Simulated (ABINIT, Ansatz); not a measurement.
# A GW chain in ABINIT: CaGaSiH (P3m1), part 2 of 2

How does a plane-wave GW calculation on CaGaSiH (P3m1) run from the first input to the gap?

ABINIT 10.8.3; LDA and many-body steps on it, plane waves. Known limits of the many-body steps: not at the basis limit; mesh may overstate the screening; no spin-orbit coupling; coarse k mesh.

So far. Step 2 (Ground state): The gap is indirect, with the least direct gap 1.10 eV higher. Step 3 (Empty states on the mesh, 3×3×2 mesh, 55 bands): On this mesh the gap is 0.308 eV. The earlier step found 0.112 eV, so this mesh misses an edge.

## (4) Screening, 3×3×2 mesh, 51 bands, screening to 98 eV

The RPA dielectric matrix is built and inverted for each q.

This step: RPA screening on LDA, plane waves, norm-conserving pseudopotentials.

Input file run.abi:

```
acell 3*1.0 Angstrom
rprim 
  4.091099999987 0.000000000003 0.000000000000
  -2.045549999996 3.542996529410 0.000000000000
  0.000000000000 0.000000000000 4.762800000000
ntypat 4
znucl 20 31 14 1
natom 4
typat 1 2 3 4
xred 
  0.333333333333 0.666666666667 0.000000000000
  -0.000000000000 0.000000000000 0.556800000000
  0.666666666667 0.333333333333 0.433700000000
  -0.000000000000 0.000000000000 0.925000000000
pp_dirpath "pseudos"
pseudos "Ca.upf, Ga.upf, Si.upf, H.upf"
ecut 45
ngkpt 3 3 2
nshiftk 1
shiftk 0 0 0
kptopt 1
chksymbreak 0
istwfk *1
occopt 1
irdwfk 1
optdriver 3
nband 51
ecuteps 3.6
inclvkb 2
awtr 1
symchi 1
indata_prefix "in"
outdata_prefix "out"
tmpdata_prefix "tmp"
```

On the command line:

```sh
> OMP_NUM_THREADS=1 mpirun -n 4 abinit run.abi > log
```

Numbers of over 12 decimals in the logs are rounded to 6 here.

What it wrote:

```text
.Version 10.8.3 of ABINIT. v10.8.2 released Aug 2026.

 Symmetries : space group P3 m 1 (#156); Bravais hP (primitive hexag.)
[... echo of the input left out ...]
== DATASET  1 ==================================================================
-   mpi_nproc: 4, omp_nthreads: 1 (-1 if OMP is not activated)

--- !DatasetInfo
iteration_state: {dtset: 1, }
dimensions: {natom: 4, nkpt: 6, mband: 51, nsppol: 1, nspinor: 1, nspden: 1, mpw: 6732, }
cutoff_energies: {ecut:  45.0, pawecutdg:  -1.0, }
electrons: {nelect:   3.60000000E+01, charge:   0.00000000E+00, occopt:   1.00000000E+00, tsmear:   1.00000000E-02, }

 SCREENING: Calculation of the susceptibility and dielectric matrices

 Based on a program developped by R.W. Godby, V. Olevano, G. Onida, and L. Reining.
 Incorporated in ABINIT by V. Olevano, G.-M. Rignanese, and M. Torrent.
.Using double precision arithmetic ; gwpc =  8

[... cell and pseudopotentials left out ...]
--------------------------------------------------------------------------------

 ==== K-mesh for the wavefunctions ====
 Number of points in the irreducible wedge :     6
[... list of points left out ...]
 Together with  6 symmetry operations and time-reversal symmetry
 yields    18 points in the full Brillouin Zone.

 ==== Q-mesh for the screening function ====
 Number of points in the irreducible wedge :     6
[... list of points left out ...]
 Together with  6 symmetry operations and time-reversal symmetry
 yields    18 points in the full Brillouin Zone.

 setmesh: FFT mesh size selected  =    25x   25x   36
          total number of points  =        22500

 vcoul_init : cutoff-mode = AUXILIARY_FUNCTION
 q-points for optical limit:   1
     1)      0.000010    0.000020    0.000030

- screening: taking advantage of time-reversal symmetry
- Maximum band index for partially occupied states nbvw = 18
- Remaining bands to be divided among processors   nbcw = 33
- Number of bands treated by each node ~8

 Number of electrons calculated from density =   36.0000; Expected =   36.0000
 average of density, n =  0.077274
 r_s =    1.4564
 omega_plasma =   26.8146 [eV]

 calculating chi0 at frequencies [eV] :
  1    0.000000E+00    0.000000E+00
  2    0.000000E+00    2.681464E+01

--------------------------------------------------------------------------------
  q-point number  1        q = ( 0.000000, 0.000000, 0.000000) [r.l.u.]
--------------------------------------------------------------------------------
[... chi0 elements left out ...]
 For q-point:  0.000010 0.000020 0.000030
  dielectric constant =  35.6462
  dielectric constant without local fields =  39.6900

  Average fulfillment of the sum rule on Im[epsilon] for q-point    1 :     30.18  [%]
[... wings left out ...]
  q-point number  2        q = ( 0.333333, 0.000000, 0.000000) [r.l.u.]
--------------------------------------------------------------------------------
[... chi0 elements left out ...]
  Average fulfillment of the sum rule on Im[epsilon] for q-point    2 :     37.14  [%]

 [... 4 further q-points ...]
```

Wall time 14 s (4 MPI ranks of Intel Xeon 6975P-C (Granite Rapids), shared host); peak memory 0.73 GiB; 54 s of CPU time.

Numbers from this step:

```
ε∞ with local fields, on this mesh, along the program's q direction : 35.65
the same without local fields                                       : 39.69
plasma frequency                                                    : 26.81 eV
plane waves in the screening matrix                                 : 157
```

Local fields lower ε∞ by 10 %. On a Γ-centred mesh this coarse the value itself is usually too large, while a short band sum pulls it down.

## (5) Self-energy, 3×3×2 mesh, 51 bands, screening to 98 eV

The self-energy is evaluated for the states that the input lists, and the levels follow from it, in one-shot runs by the linearised quasiparticle equation.

This step: G0W0 on LDA, plane waves, norm-conserving pseudopotentials.

Edit run.abi of step 4 so:

```diff
@@ -25,8 +25,19 @@
 irdwfk 1
-optdriver 3
+optdriver 4
 nband 51
+gwcalctyp 0
+ecutsigx 45
+symsigma 1
+nkptgw 3
+kptgw 
+  0.0000000000 0.0000000000 0.5000000000
+  0.3333333333 0.3333333333 0.0000000000
+  0.0000000000 0.0000000000 0.0000000000
+bdgw 
+  16 21
+  17 20
+  17 21
 ecuteps 3.6
-inclvkb 2
-awtr 1
-symchi 1
+irdscr 1
+ppmodel 1
 indata_prefix "in"
```

What it wrote:

```text
.Version 10.8.3 of ABINIT. v10.8.2 released Aug 2026.

 Symmetries : space group P3 m 1 (#156); Bravais hP (primitive hexag.)
[... echo of the input left out ...]
== DATASET  1 ==================================================================
-   mpi_nproc: 4, omp_nthreads: 1 (-1 if OMP is not activated)

--- !DatasetInfo
iteration_state: {dtset: 1, }
dimensions: {natom: 4, nkpt: 6, mband: 51, nsppol: 1, nspinor: 1, nspden: 1, mpw: 6732, }
cutoff_energies: {ecut:  45.0, pawecutdg:  -1.0, }
electrons: {nelect:   3.60000000E+01, charge:   0.00000000E+00, occopt:   1.00000000E+00, tsmear:   1.00000000E-02, }

 SIGMA: Calculation of the GW corrections

 Based on a program developped by R.W. Godby, V. Olevano, G. Onida, and L. Reining.
 Incorporated in ABINIT by V. Olevano, G.-M. Rignanese, and M. Torrent.
.Using double precision arithmetic ; gwpc =  8

[... cell and pseudopotentials left out ...]
--------------------------------------------------------------------------------

 ==== K-mesh for the wavefunctions ====
 Number of points in the irreducible wedge :     6
[... list of points left out ...]
 Together with  6 symmetry operations and time-reversal symmetry
 yields    18 points in the full Brillouin Zone.

 ==== Q-mesh for screening function ====
 Number of points in the irreducible wedge :     6
[... list of points left out ...]
 Together with  6 symmetry operations and time-reversal symmetry
 yields    18 points in the full Brillouin Zone.

 vcoul_init : cutoff-mode = AUXILIARY_FUNCTION
 q-points for optical limit:   1
     1)      0.000010    0.000020    0.000030
 setmesh: FFT mesh size selected  =    45x   45x   60
          total number of points  =       121500

 Number of electrons calculated from density =   36.0000; Expected =   36.0000
 average of density, n =  0.077274
 r_s =    1.4564
 omega_plasma =   26.8146 [eV]

 === KS Band Gaps ===
  >>>> For spin  1
   Minimum direct gap =   1.2101 [eV], located at k-point      :   0.0000  0.0000  0.5000
   Fundamental gap    =   0.3078 [eV], Top of valence bands at :   0.0000  0.0000  0.5000
                                       Bottom of conduction at :   0.3333  0.3333  0.0000
 SIGMA fundamental parameters:
 PLASMON POLE MODEL  1
 number of plane-waves for SigmaX                 6717
 number of plane-waves for SigmaC and W            157
 number of plane-waves for wavefunctions          6717
 number of bands                                    51
 number of independent spin polarizations            1
 number of spinorial components                      1
 number of k-points in IBZ                           6
 number of q-points in IBZ                           6
 number of symmetry operations                       6
 number of k-points in BZ                           18
 number of q-points in BZ                           18
 number of frequencies for dSigma/dE                 9
 frequency step for dSigma/dE [eV]                0.25
 number of omega for Sigma on real axis              0
 max omega for Sigma on real axis  [eV]           0.00
 zcut for avoiding poles [eV]                     0.10

 EPSILON^-1 parameters (SCR file):
 dimension of the eps^-1 matrix on file            157
 dimension of the eps^-1 matrix used               157
 number of plane-waves for wavefunctions          6717
 number of bands                                    51
 number of q-points in IBZ                           6
 number of frequencies                               2
 number of real frequencies                          1
 number of imag frequencies                          1

 matrix elements of self-energy operator (all in [eV])

 Perturbative Calculation

--- !SelfEnergy_ee
iteration_state: {dtset: 1, }
kpoint     : [   0.000,    0.000,    0.500, ]
spin       : 1
KS_gap     :    1.210
QP_gap     :    2.043
Delta_QP_KS:    0.833
data: !SigmaeeData |
     Band     E0 <VxcDFT>   SigX SigC(E0)      Z dSigC/dE  Sig(E)    E-E0       E
       16   5.770 -11.950 -13.342   1.643   0.779  -0.284 -11.755   0.196   5.966
       17   5.770 -11.950 -13.342   1.643   0.779  -0.284 -11.755   0.196   5.966
       18   6.122 -11.190 -12.229   1.238   0.777  -0.287 -11.035   0.155   6.276
       19   7.332 -12.465  -7.466  -3.727   0.777  -0.287 -11.477   0.988   8.319
       20   7.379 -12.147  -6.988  -3.625   0.784  -0.275 -10.944   1.203   8.582
       21   7.379 -12.147  -6.988  -3.625   0.784  -0.275 -10.944   1.203   8.582

--- !SelfEnergy_ee
iteration_state: {dtset: 1, }
kpoint     : [   0.333,    0.333,    0.000, ]
spin       : 1
KS_gap     :    1.331
QP_gap     :    2.032
Delta_QP_KS:    0.701
data: !SigmaeeData |
     Band     E0 <VxcDFT>   SigX SigC(E0)      Z dSigC/dE  Sig(E)    E-E0       E
       17   3.080 -12.201 -14.672   2.676   0.767  -0.304 -12.043   0.157   3.237
       18   5.098 -10.716 -11.675   1.248   0.774  -0.293 -10.493   0.224   5.322
       19   6.429 -11.396  -7.026  -3.198   0.789  -0.268 -10.472   0.925   7.354
       20   8.134 -11.022  -5.630  -4.112   0.785  -0.275 -10.018   1.004   9.138

--- !SelfEnergy_ee
iteration_state: {dtset: 1, }
kpoint     : [   0.000,    0.000,    0.000, ]
spin       : 1
KS_gap     :    1.808
QP_gap     :    2.321
Delta_QP_KS:    0.513
data: !SigmaeeData |
     Band     E0 <VxcDFT>   SigX SigC(E0)      Z dSigC/dE  Sig(E)    E-E0       E
       17   5.207 -11.729 -12.919   1.576   0.779  -0.284 -11.428   0.301   5.509
       18   5.207 -11.729 -12.919   1.576   0.779  -0.284 -11.428   0.301   5.509
       19   7.015 -11.327  -6.741  -3.544   0.781  -0.280 -10.513   0.814   7.829
       20   8.904 -11.262  -6.289  -3.869   0.778  -0.285 -10.402   0.860   9.763
       21   8.904 -11.262  -6.289  -3.869   0.778  -0.285 -10.402   0.860   9.763

== END DATASET(S) ==============================================================
================================================================================

 -outvars: echo values of variables after computation  --------
           etotal      0.0000000000E+00
            nband          51
             nkpt           6
          spgroup         156
 [... the other variables as echoed above ...]

 Calculation completed.
```

Run time: 7.5 s. Hardware: 4 MPI ranks; peak memory 0.64 GiB.

Numbers from this step:

```yaml
g0w0_gap_on_the_points_computed: 1.078 eV
starting_gap_on_the_mesh: 0.3078 eV
k_of_the_valence_top: 0, 0, 0.5
k_of_the_conduction_bottom: 0.3333, 0.3333, 0
z_at_the_valence_top: 0.777
z_at_the_conduction_bottom: 0.789
least_direct_g0w0_gap_on_the_computed_points: 2.032 eV
```

The gap on the mesh goes from 0.31 eV to 1.08 eV, a correction of +0.77 eV. The start differs from the 0.11 eV found before because the two sample other k points.

Limits: finite bands, cutoff and mesh; no spin-orbit coupling; coarse k mesh. v1 is the top filled band, c1 the lowest empty one. The levels before and after the correction (eV, zero at the valence-band top of each column):

```csv
,conduction bottom,valence top
Kohn-Sham,0.31,0.00
G0W0,1.08,0.00
```

```csv
,level,energy (eV)
Kohn-Sham,(0 0 0.5) v3-v2,-0.351
Kohn-Sham,(0 0 0.5) v1,0.000
Kohn-Sham,(0 0 0.5) c1,1.210
Kohn-Sham,(0 0 0.5) c2-c3,1.258
Kohn-Sham,(0.333 0.333 0) v2,-3.041
Kohn-Sham,(0.333 0.333 0) v1,-1.023
Kohn-Sham,(0.333 0.333 0) c1,0.308
Kohn-Sham,(0.333 0.333 0) c2,2.013
G0W0,(0 0 0.5) v3-v2,-0.310
G0W0,(0 0 0.5) v1,0.000
G0W0,(0 0 0.5) c1,2.043
G0W0,(0 0 0.5) c2-c3,2.306
G0W0,(0.333 0.333 0) v2,-3.039
G0W0,(0.333 0.333 0) v1,-0.954
G0W0,(0.333 0.333 0) c1,1.078
G0W0,(0.333 0.333 0) c2,2.862
```

## (6) Where the time went

Times are wall times on 4 MPI ranks of Intel Xeon 6975P-C (Granite Rapids), shared host, good to a factor of about two.

```csv
step,time,share,memory (GiB)
ground state,65 s,57 %,0.48
empty states on the mesh,27 s,24 %,0.38
screening,14 s,12 %,0.73
self-energy,7.5 s,7 %,0.64
```

## (7) What came out

| Property | Result |
| --- | --- |
| LDA gap | 0.11 eV, indirect |
| G0W0 gap on the mesh | 1.08 eV |
| G0W0 gap over the zone (rigid shift) | 0.88 eV |
| GW settings | 3×3×2 mesh, 51 bands, screening to 98 eV, Godby-Needs plasmon pole |
| known limits | not at the basis limit; mesh may overstate the screening; no spin-orbit coupling; coarse k mesh |

In words: G0W0 moves the gap on the mesh from 0.31 eV to 1.08 eV (+0.77 eV), with Z of 0.78 and 0.79 at the edges. The mesh misses the band edges by 0.20 eV in all; a rigid shift gives 0.88 eV for the zone. Local fields lower the RPA ε∞ on this mesh from 39.69 to 35.65; a Γ-centred mesh this coarse tends to raise both, most where the direct gap is narrow, while a short band sum lowers them. Only 3 of the mesh's irreducible points were corrected, so a valley elsewhere could overtake. The dearest step here is «ground state». Bands and cutoff are finite, so the gap is not at the basis limit. The miss can reach some tenths of an eV and take either sign; the mesh is an error of its own. In the G0W0 run levels were corrected at 3 k points alone, so a gap called «on the mesh» is the least over those, and an edge elsewhere would be missed. A denser mesh or path gives a starting gap of 0.11 eV: the GW mesh misses a band edge, so its gaps are not the fundamental one. The 3×3×2 mesh is coarse for this cell, which bears on the long-range parts of exchange and screening. The RPA ε∞ on this mesh reaches over 25; with a narrow direct gap a coarse mesh can overstate it, and the correction is then too small. The many-body steps are scalar-relativistic: spin-orbit coupling is not in them.

[Paths, hosts, dates, memory and timing lines, banners, echoed tables and standing remarks are left out of the program output.]

[Logs are printed without paths, hosts, clocks, repeated set-up lines and the standing remarks that a program may print on its own settings, such as how far it seeks lower states.]

[Runs of the session that timed out or met a known fault of the program may be left out.]

[Hosts, paths, dates, database ids (printed as entryN), source tags and the programs' standing remarks are cut or masked in the printed files.]

[G0W0 gaps are taken among the corrected bands and points alone; a level outside them can change the order at an edge.]

[Where Ansatz stands beside ABINIT at settings called matched, ABINIT's density can come from a denser mesh and the files from another edition; pairs whose starting gaps differed by over 0.03 eV were left out, so agreement reads better than it is.]
